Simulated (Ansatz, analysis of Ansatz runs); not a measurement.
# Moving an added hole between Cl sites in BaGdCl5 (C2/c), part 3 of 3

Aim: the energy barrier that a trapped hole meets when it moves from one Cl atom to another one nearby in BaGdCl5 (C2/c). The model is a cell of 56 host atoms.

Ansatz 0.2.0; plane-wave PAW DFT, PBEsol+U; relaxation of all atoms of a supercell at fixed charge in a uniform background; PAW set soft_1.

So far. Step 3 (The hole on the first site): The largest changes of the moments are 0.83 μB on Cl24, 0.04 μB on Cl34 and 0.01 μB on Gd4. The largest part sits on the chosen site. Step 4 (The hole on the second site): The largest changes of the moments are 0.86 μB on Cl34, 0.02 μB on Cl42 and 0.01 μB on Cl35. The largest part sits on the chosen site.

### 5. Points on the line between the two structures

Level of this step: plane-wave PAW DFT, PBEsol+U; single point of a supercell at fixed charge in a uniform background; PAW set soft_1 (Ansatz).

All atoms move on the straight line between the two relaxed structures, 9.83 amu^1/2 Å long in mass-weighted terms. Each point starts from the state of the point before, once from either end, so that both localised states can be followed; the midpoint is also started with the carrier shared.

A.x0500/input.yaml

```yaml
crystal:
  lattice:
    - [-10.89740307, 0.0, 0.00767703]
    - [-0.73207676, 0.0, 13.52783386]
    - [-2.72435077, 9.55880601, 0.00191926]
  atoms:
    - { symbol: Ba, position: [0.159124, 0.121577, 0.351859] }
    - { symbol: Ba, position: [0.331447, 0.366485, 0.654457] }
[... 1 atom line left out ...]
    - { symbol: Gd, position: [0.449239, 0.370301, 0.147437], spin: -7.0 }
[... 4 atom lines left out ...]
    - { symbol: Cl, position: [0.400595, 0.248036, 0.379551] }
[... 14 atom lines left out ...]
    - { symbol: Cl, position: [0.426658, 0.500097, 0.385509], spin: 1.0 }
[... 9 atom lines left out ...]
    - { symbol: Cl, position: [0.678492, 0.37206, 0.257251] }
[... 5 atom lines left out ...]
    - { symbol: Cl, position: [0.594736, 0.498813, 0.612112] }
[... 2 atom lines left out ...]
    - { symbol: Ba, position: [0.673279, 0.639294, 0.346786] }
[... 12 atom lines left out ...]
    - { symbol: Cl, position: [0.606051, 0.698114, 0.069433] }
total_charge: 1
basis:
  ecutwfc: 420
  xc_grid: 2
hamiltonian:
  xc: pbesol
  hubbard:
    sites:
      - { species: Gd, l: f, u_eff: 6.0 }
      - { species: Cl, l: p, u_eff: 7.0 }
    projectors: ortho-atomic
  pseudopotentials: { kind: paw, azcp: { folder: soft_1 }, xc_functional: pbe }
kpoints:
  mp_grid: { grid: [1, 1, 1] }
magnetization:
  spin_polarized: true
  initial_magnetization: 1
  spin_locking: { lock_magnetization: hard }
scf:
  occupations: { method: fermi_dirac, width: 0.01 }
  max_iter: 120
  lower_state_search: "off"
output:
  forces: true
  eigenvalues: true
  eigenstates: { localisation: true }
  write_density: true
  write_potential: true
  volumetric_format: npy
checkpoint:
  read: "../A.x0375.run"
  write: "../A.x0500.run"
  compress: false
  write_wavefunctions: true
  write_every: 100000
```

Command:

```sh
ansatz run input.yaml --threads 8 --pin off --max-ram 17899MiB --backend cpu --events-out ev --progress --plain --runs-dir out
```

Numbers of over 12 decimals in the logs are rounded to 6 here.

The log of the run:

```text
[...]
Warning: checkpoint.read: the run can stay near the saved state's solution: 56 site(s) moved relative to the saved geometry (max |Δs| = 4.901e-3 fractional); [...]
[...]
Crystal: 56 atoms, lattice volume = 1409.089 Å³
Basis set: ecut = 420 eV, 27521 PW (Γ), exchange–correlation on 150×192×144 points (8 copies of the dense FFT grid, shifted against one another)
Bands: 308, of which v1, the nominal top of the filled ones, is band 252 counted from 1 (251 counted from 0)
Symmetry: 1 space group operations
[...]
k-points: 1
[...]
Starting moments: Σ|m| = 57 μB on 9 of 56 sites; this step starts from the density that it was given
[...]
iter 1 solved again at ethr=8.42e-6 eV; its pass at ethr=3.10e-3 eV (dr2=4.23e-2 eV) is discarded
[...]
SCF iter  11: F=-163247.983495 eV  HF=-163247.983495 eV  |F-HF|=3.39e-8  |Δ(HF+E_count)|=   2.01e-7  Δρ=1.24e-6 (↑5.74e-7 ↓1.24e-6)  dr2=3.54e-8  dr2_m=4.83e-9  M=1.000 μB ∫|m|=57.974 μB  ethr=1.80e-11  ⟨swp⟩=11.5  Hψ=4915  notcnv=0
SCF 1 converged in 11 iterations: F = -163247.983495 eV  dr2 = 3.54e-8
[...]
SCF converged after 11 iterations
[...]
Magnetization: 1.0000 μB (252.0000 up, 251.0000 down)
Absolute magnetization: 57.9761 μB (∫|ρ↑−ρ↓|, with the PAW one-centre terms)
[...]
Per-site moments (μB) at R_I (Å): [(-0.000196646, 1.267411), (0.000150154, 1.259388), (6.972995, 1.137288), [... 53 left out ...]
Free energy (F): -163247.983495 eV
[...]
Internal energy: -163247.983495 eV  (E = F + TS)
E sigma→0 (E₀):  -163247.983495 eV
Fermi energy:    3.979656 (↑ 5.477086, ↓ 3.977012) eV
[...]
--- Forces (eV/Å), atoms counted from 1 ---
  atom   1  Ba     0.07644757     0.00294095     0.03030096
  atom   2  Ba    -0.04851223     0.37807651    -0.37598804
  [... 1 atom left out ...]
  atom   4  Gd    -0.67317586    -0.44785259    -0.68671707
  [... 4 atoms left out ...]
  atom   9  Cl     0.09872315     0.06160885     0.12525130
  [... 14 atoms left out ...]
  atom  24  Cl    -0.38639078     0.08679953     0.08855121
  [... 2 atoms left out ...]
  atom  27  Cl    -0.00243617     0.20400709     0.04926951
  [... 6 atoms left out ...]
  atom  34  Cl     0.46751497     0.21717206     0.40912885
  [... 1 atom left out ...]
  atom  36  Cl     0.07862190    -0.08761942     0.11584939
  [... 3 atoms left out ...]
  atom  40  Cl     0.20607389    -0.07291083     0.04864067
  [... 2 atoms left out ...]
  atom  43  Ba    -0.41538610    -0.09637634    -0.05787767
  [... 11 atoms left out ...]
  atom  55  Cl    -0.04480420    -0.09238373     0.15300562
  [... 1 atom left out ...]
  max |Σ_I F_I| component: 5.60e-5 eV/Å
--- Band table (eV) ---
[...]
Occupation matrices written to <dir>
```

Run time: 26 s. Hardware: 8 threads of Arm Neoverse V2, shared host; peak memory 2.7 GiB.

From eigenstates.tsv, first k-point; energies on the run's zero. The participation number counts the atoms that a state is spread over, of 56; bands count from 0.

```
spin  band  energy (eV)  occupation  participation  largest share on  share
down   245        2.413        1.00           21.7              Cl55   0.10
down   246        2.438        1.00           19.0              Cl37   0.12
down   247        2.461        1.00           22.8              Cl42   0.10
down   248        2.551        1.00           16.7              Cl34   0.16
down   249        2.590        1.00            7.0              Cl34   0.34
down   250        2.822        1.00           20.1              Cl42   0.11
down   251        5.132        0.00            1.4              Cl24   0.84
down   252        8.270        0.00            3.1               Gd4   0.54
down   253        8.299        0.00            1.2              Gd45   0.91
down   254        8.304        0.00            1.1              Gd45   0.96
down   255        8.305        0.00            1.0              Gd45   0.98
  up   246        2.408        1.00           20.8              Cl22   0.10
  up   247        2.418        1.00           19.2              Cl37   0.14
  up   248        2.459        1.00           20.8              Cl14   0.10
  up   249        2.535        1.00           16.0              Cl34   0.19
  up   250        2.572        1.00           12.4              Cl34   0.22
  up   251        2.819        1.00           20.2              Cl42   0.11
  up   252        8.140        0.00            1.0               Gd4   0.98
  up   253        8.149        0.00            1.0               Gd4   0.98
  up   254        8.161        0.00            1.0               Gd4   0.98
  up   255        8.181        0.00            1.0               Gd4   0.98
  up   256        8.186        0.00            1.0               Gd4   0.98
```

Under PBEsol+U (6, 7 eV) at the zone centre alone, the highest filled state is spin down, spread over 20 of 56 atoms, and the lowest empty one, 2.31 eV above it, is spin down, spread over 1 of 56 atoms.

Spin density in the ab plane at fractional z = 0.317, through the centre, with atoms of Ba within 0.45 Å of it.

Values in units of 1e-2 e/Å³, 13 rows by 16 columns, each cell a mean:
```
 0.0  0.0  0.0  0.0  0.0  0.0  0.1  0.1  0.0  0.0  0.0  0.0  0.0  0.0  0.1  0.1
-0.1  0.2  0.1  0.2  0.1 -0.1 -0.3 -0.3 -0.1  0.1  0.1  0.2  0.1 -0.1 -0.3 -0.3
 0.0  0.0  0.0  0.0  0.0  0.0  0.1  0.0  0.0  0.0  0.0  0.0  0.0  0.0  0.0  0.0
 0.0  0.0  0.0  0.0  0.0  0.1  0.3  0.2  0.0  0.0  0.0  0.0  0.0  0.0  0.2  0.1
 0.0  0.1  0.0  0.0  0.0  0.1  0.1  0.0  0.0  0.0  0.0  0.0  0.0  0.0  0.0  0.0
 0.0  0.0  0.0  0.0  0.2  2.1  5.9  1.1 -0.1  0.0  0.0  0.0  0.0  0.0  0.0  0.0
 0.0  0.0  0.0  0.0  0.2  2.4  5.4  4.5  5.4  0.5  0.0  0.0  0.0  0.0  0.3  0.2
-0.1  0.1  0.1  0.2  0.1 -0.2 -0.3  2.6  1.8  0.5  1.4  0.3  0.0 -0.1 -0.2 -0.2
-0.1  0.1  0.1  0.1  0.1 -0.1 -0.2 -0.2 -0.1  0.4  0.6  0.2  0.1 -0.1 -0.2 -0.2
 0.0  0.0  0.0  0.0  0.0  0.1  0.4  0.3  0.0  0.0  0.0  0.0  0.0  0.1  0.4  0.2
 0.0  0.0  0.0  0.0  0.0  0.0  0.1  0.0  0.0  0.0  0.0  0.0  0.0  0.0  0.0  0.0
 0.0  0.0  0.0  0.0  0.0  0.0  0.0  0.0  0.0  0.0  0.0  0.0  0.0  0.0  0.0  0.0
 0.0  0.0  0.0  0.0  0.0  0.0  0.2  0.1  0.0  0.0  0.0  0.0  0.0  0.0  0.2  0.1
```
Columns run along a (10.9 Å), rows up along b (13.5 Å). Atoms in or near the plane, at fractional coordinates: Ba at (0.16, 0.12), Ba at (0.16, 0.63), Ba at (0.66, 0.12), Ba at (0.67, 0.64).

Valence density in the ab plane at fractional z = 0.317, through the centre, with atoms of Ba within 0.45 Å of it. It is the smooth field of the valence electrons, not physical close to the nuclei.

Ten even steps from '_' (0.0 e/Å³) to '@' (1.7 e/Å³), each cell a mean:
```
..__________________..--++##++::____________________..==****==
______..--==--..______....::..______..::====::..______..::::..
____..--##@@%%==..__________________::**@@@@**::______________
____..--**%%##==..__________________..==##%%++::______________
________::::::..______..::::..________..::::..______..::----..
..__________________..==####++::____________________::**%%##==
..____....::..______..==####++::______..::::..______::==****--
____::++**##**==..____..::::::..____::++####**==..____........
____--##**==****::__________________--##**==****::____________
____::++##**##++::__________________::++**####==..____________
______..::--::..________..::--..______..::::::..____..--==--::
..____________________..==##%%++..__________________--**%%%%++
..____________________..==****--..__________________::++##**==
______::==++==::________........____..::----..________..::::..
____..==%%@@%%++..__________________::**%%%%==..______________
______::**%%##==..__________________::++####==..______________
________..::::..____..::----::..______..::::..______..--==--..
..__________________::++%%%%**::__________________..--##@@##==
..__________________..==####++::____________________::++##**--
____..--++**++::______....::..______..==++++--..______..::....
____::****++##**::________________..++##****##==..____________
____::**##**##**::________________..==##****##==..____________
______::==++==::______..----::..____..--++++==..____..::----::
..__________________..==##%%**--..__________________::**%%%%++
```
Columns run along a (10.9 Å), rows up along b (13.5 Å). Atoms in or near the plane, at fractional coordinates: Ba at (0.16, 0.12), Ba at (0.16, 0.63), Ba at (0.66, 0.12), Ba at (0.67, 0.64).

Electrostatic potential energy in the ab plane at fractional z = 0.317, through the centre, with atoms of Ba within 0.45 Å of it. With pseudopotentials it is smooth inside the atoms' cores, unlike the true potential.

Values in eV, 13 rows by 16 columns, each cell a mean:
```
 10  11   7   9  11   9  -2   0  10  10   7   8  11   9  -1   0
 10   7 -20 -13   9   9   6   7   9   6 -20 -13   9   9   7   7
 10  10   5   6  10   8   0   4  10  10   5   6  10   8  -1   2
  8   4  -4   0   7   7 -12  -6   8   5  -5  -4   6   7  -8  -3
  6 -16 -39 -34  -2   8  10  10   8  -8 -38 -39 -10   8  11  11
  9   0 -17 -13   3   7   5   4   7   3 -11 -13   2   8   5   7
  9  10   9   8   9   7  -7 -17   3   9   9  10  10   7 -15  -9
 10   7 -11  -7   9   8   5   5   8   7  -5   2  11  10   6   7
 10   8  -9  -7   9   9   6   7  10   8  -9  -2  11  10   7   7
 10  10   9   9  10   6 -17  -7  10  10  10  10  11   6 -18  -7
  9  -1 -18 -12   5   9   3   6   9   0 -15  -9   6   9   4   7
  7 -12 -38 -34  -3   9  11  11   7 -14 -39 -35  -2   9  11  11
  9   6  -2   0   7   8  -6  -2   9   5  -4  -2   7   8  -8  -4
```
Columns run along a (10.9 Å; values clipped at the 3rd and 97th percentile), rows up along b (13.5 Å). Atoms in or near the plane, at fractional coordinates: Ba at (0.16, 0.12), Ba at (0.16, 0.63), Ba at (0.66, 0.12), Ba at (0.67, 0.64).

Free energies from the first end:

```
started from  fraction  energy (eV)  moment change on Cl24 (μB)  on Cl34 (μB)
  first site         0        0.000                        0.83          0.04
  first site     0.125        0.021                        0.83          0.04
  first site      0.25        0.086                        0.82          0.04
  first site     0.375        0.191                        0.81          0.04
  first site       0.5        0.337                        0.80          0.05
  first site     0.625        0.522                        0.78          0.06
 second site     0.875       -0.239                        0.01          0.86
 second site      0.75       -0.179                        0.01          0.85
 second site     0.625       -0.082                        0.01          0.85
 second site       0.5        0.050                        0.02          0.84
 second site     0.375        0.216                        0.03          0.82
      shared       0.5        0.050                        0.02          0.84
 second site         1       -0.260                        0.00          0.86
```

### 6. Outcome

* barrier forward: 0.20 eV
* barrier backward: 0.46 eV
* distance of the two sites without the carrier: 3.34 Å
* carrier at the midpoint: on one site

On this line the hole must cross about 0.20 eV to hop 3.34 Å; the second site lies 0.26 eV lower, and the way back costs 0.46 eV. The top lies between computed points: the barrier is read where straight lines through the two branches cross, near a fraction of 0.38. At the midpoint the lowest state found keeps the carrier on one site, so the two localised curves cross in a cusp. This suggests weak coupling and a hop slower than the barrier alone implies, though U itself penalises the shared state. The start with the carrier shared fell onto one site. With an assumed attempt frequency of 1e13 per second the rate at 300 K would be 4e+09 per second for this barrier, if every crossing succeeded. A straight line need not be the lowest path, so the true barrier at this U can be lower, or higher if the ends can still break their symmetry. A shorter hop, 3.30 Å to Cl23, was not computed. No run compares the localised hole with one spread in the band, so its binding is unknown and the barrier may exceed it. Holes in halides commonly bind two halogen atoms into a pair. A U on single atoms favours the one-atom state followed here, and no pair was tried, so these numbers may not belong to the actual polaron. The magnetic order was assumed and need not be the ground state. The total moment is locked, so a carrier of the other spin direction was not tried. The program's search for lower electronic states was switched off in all runs, so that each state is followed; none is shown to be the lowest at its structure. No image-charge correction is applied; it nearly cancels along the line while the charge stays localised. Keep in mind: sampling at the zone centre alone can move energies of charged and open-shell states by tenths of an eV or more in cells of this size; gap and trapping depend on the U chosen (Gd f 6.0 eV, Cl p 7.0 eV); spin–orbit coupling, which can matter with heavy atoms, is left out.

[Logs are printed without paths, hosts, clocks, repeated set-up lines and the standing remarks that a program may print on its own settings, such as how far it seeks lower states.]

[Hosts, paths, dates, database ids (printed as entryN), source tags and the programs' standing remarks are cut or masked in the printed files.]
